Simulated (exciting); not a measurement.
Consider YTlO2, space group R-3m.

```xyz
4
Lattice="1.7562 1.0140 6.5006 -1.7562 1.0140 6.5006 0.0000 -2.0279 6.5006" Properties=species:S:1:pos:R:3 pbc="T T T"
Tl    0.0000    0.0000    0.0000
Y     0.0000    0.0000    9.7508
O     0.0000    0.0000    4.3746
O     0.0000    0.0000   15.1271
```

Absorber: atom 1, with 6 O at 2.94 Å (6-fold, site symmetry -3m). Method: exciting, all-electron LAPW+lo, LDA, exchange and screened direct term (singlet BSE), 3×3×3 shifted k points, 30 conduction bands, |G+q| up to 3 bohr⁻¹ (2 in the exchange term), full RPA screening with nempty = 56, Lorentzian half width 2.83 eV.

Q: What does the Tl L₃ spectrum look like, and is there a bound core exciton?

Bound core exciton? Yes on this mesh: the first bright state (over 5 % of the brightest) lies at -0.80 eV from the Kohn–Sham onset and at -1.07 eV from the lowest bare transition of its own mesh; weaker or dark states reach down to -0.88 eV. Maxima (height): 12.4 eV (1.00).

Energy from the Kohn–Sham onset, core level to the lowest empty state found on the meshes used; Im ε in relative units:

```csv
E (eV),Im ε
-11.5,0.04
-11.0,0.04
-10.5,0.04
-10.0,0.04
-9.5,0.04
-9.0,0.05
-8.5,0.05
-8.0,0.05
-7.5,0.06
-7.0,0.06
-6.5,0.06
-6.0,0.07
-5.5,0.08
-5.0,0.08
-4.5,0.09
-4.0,0.10
-3.5,0.11
-3.0,0.12
-2.5,0.13
-2.0,0.15
-1.5,0.17
-1.0,0.19
-0.5,0.21
0.0,0.24
0.5,0.27
1.0,0.29
1.5,0.32
2.0,0.34
2.5,0.37
3.0,0.39
3.5,0.41
4.0,0.44
4.5,0.47
5.0,0.49
5.5,0.53
6.0,0.56
6.5,0.60
7.0,0.64
7.5,0.69
8.0,0.73
8.5,0.78
9.0,0.83
9.5,0.88
10.0,0.92
10.5,0.95
11.0,0.97
11.5,0.99
12.0,1.00
12.5,1.00
13.0,0.99
13.5,0.98
14.0,0.96
14.5,0.92
15.0,0.88
15.5,0.84
16.0,0.79
16.5,0.75
17.0,0.71
17.5,0.67
18.0,0.64
18.5,0.61
19.0,0.59
19.5,0.56
20.0,0.54
20.5,0.53
21.0,0.51
21.5,0.49
22.0,0.48
22.5,0.46
```

With 27 k points the binding energies are rough, and fine structure above the first lines is partly noise of the mesh. Exchange and the short-range direct term aren't converged in the kernel cutoff. The zero comes from the unshifted 4×4×4 ground-state mesh; it is exact only where the band minimum lies on that mesh. The conduction states carry no spin here, so the exchange coupling to the spinor core hole is only partly held. This core level is treated alone, with no coupling to its spin–orbit partner. The Kohn–Sham onset, 12524 eV, is no photon energy (tabulated edge of the element: 12658 eV): the scale needs a rigid shift. Bands and screening come from semilocal DFT, whose small gap overscreens. Vibrations and energy-dependent lifetimes are left out. The structure is a Materials Project entry, computed there, and may be a hypothetical form.

[Banner, clock and machine lines of the logs are left out without a mark of their own.]

[Logs are printed without paths, hosts, clocks, repeated set-up lines and the standing remarks that a program may print on its own settings, such as how far it seeks lower states.]

[Hosts, paths, dates, database ids (printed as entryN), source tags and the programs' standing remarks are cut or masked in the printed files.]
